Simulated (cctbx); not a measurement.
# Reading a Patterson map

Space group C2/m (no. 12), a = 13.1750 Å, b = 3.5380 Å, c = 9.5740 Å, α = 90.00°, β = 105.68°, γ = 90.00°, content Ho12 Ni4 Co4.

Simulated single-crystal data (cctbx): Mo Kα, λ = 0.71073 Å, to d = 0.7 Å, 70 % of the full sphere, strongest reflection 5000 counts, noise from counting, a 3 % proportional error and a noise floor of 15 counts (s.d.); no absorption.

Patterson synthesis, origin scaled to 1000:

```text
Patterson group C 1 2/m 1
      u       v       w   height  length (A)
  0.000   0.000   0.000   1000.0     0.00
  0.228   0.500   0.655    566.1     5.33
  0.255   0.000   0.969    412.4     3.45
  0.042   0.500   0.683    307.2     3.68
  0.013   0.000   0.366    300.6     3.46
  0.029   0.500   0.317    259.7     3.44
  0.097   0.500   0.854    194.9     2.77
  0.111   0.500   0.220    186.5     2.84
  0.211   0.500   0.279    165.8     3.74
  0.133   0.000   0.804    149.8     2.89
  0.157   0.500   0.118    149.1     2.73
  0.204   0.000   0.353    132.9     3.71
  0.110   0.000   0.419     99.2     3.88
  0.182   0.500   0.512     95.6     6.07
```

Q: Assign the vectors.

A peak at u stands for all pairs with xi − xj = u, with weight Σ ZiZj against Σ Z² = 59920 at the origin. Peak heights follow these weights only roughly, since form factors, motion and series ripples differ, all vectors within 0.55 Å of a peak are counted as merged into it though the farther ones add only part of their weight, and F(000) is left out, which lowers the whole map:

| u | v | w | shortest length (Å) | height | 1000 ΣZiZj/ΣZ² | pairs in the cell |
| --- | --- | --- | --- | --- | --- | --- |
| 0.228 | 0.500 | 0.655 | 4.17 | 566 | 650 | 8 × Ho–Ho, 4 × Ni–Co |
| 0.255 | 0.000 | 0.969 | 3.45 | 412 | 449 | 6 × Ho–Ho |
| 0.042 | 0.500 | 0.683 | 3.68 | 307 | 300 | 4 × Ho–Ho |
| 0.013 | 0.000 | 0.366 | 3.46 | 301 | 300 | 4 × Ho–Ho |
| 0.029 | 0.500 | 0.317 | 3.44 | 260 | 300 | 4 × Ho–Ho |
| 0.097 | 0.500 | 0.854 | 2.77 | 195 | 246 | 4 × Ho–Ni, 4 × Ho–Co |
| 0.111 | 0.500 | 0.220 | 2.84 | 186 | 246 | 4 × Ho–Ni, 4 × Ho–Co |
| 0.211 | 0.500 | 0.279 | 3.74 | 166 | 150 | 2 × Ho–Ho |
| 0.133 | 0.000 | 0.804 | 2.89 | 150 | 246 | 4 × Ho–Ni, 4 × Ho–Co |
| 0.157 | 0.500 | 0.118 | 2.72 | 149 | 246 | 4 × Ho–Ni, 4 × Ho–Co |

The table stops at ten peaks or at a height of 45, below which ripples compete. In the model behind the data Ho, the heaviest element, has 3 independent sites: (0.6450, 1/2, 0.3614), (0.8986, 1/2, 0.3244) and (0.6311, 1/2, 0.9945), up to an allowed shift of origin; the Ho–Ho vectors are differences of these positions and their symmetry mates. The whole model:

| atom | mult. | x | y | z | Ueq (Å²) |
| --- | --- | --- | --- | --- | --- |
| Ho1 | 4 | 0.6450 | 1/2 | 0.3614 | 0.0081 |
| Ho2 | 4 | 0.8986 | 1/2 | 0.3244 | 0.0152 |
| Ho3 | 4 | 0.6311 | 1/2 | 0.9945 | 0.0153 |
| Ni1 | 4 | 0.7421 | 0 | 0.2205 | 0.0130 |
| Co1 | 4 | 0.5367 | 0 | 0.1476 | 0.0158 |

The model is made up (kin elements in a known structure type, no relaxation), so it says nothing on whether the phase exists.

[Logs are printed without paths, hosts, clocks, repeated set-up lines and the standing remarks that a program may print on its own settings, such as how far it seeks lower states.]
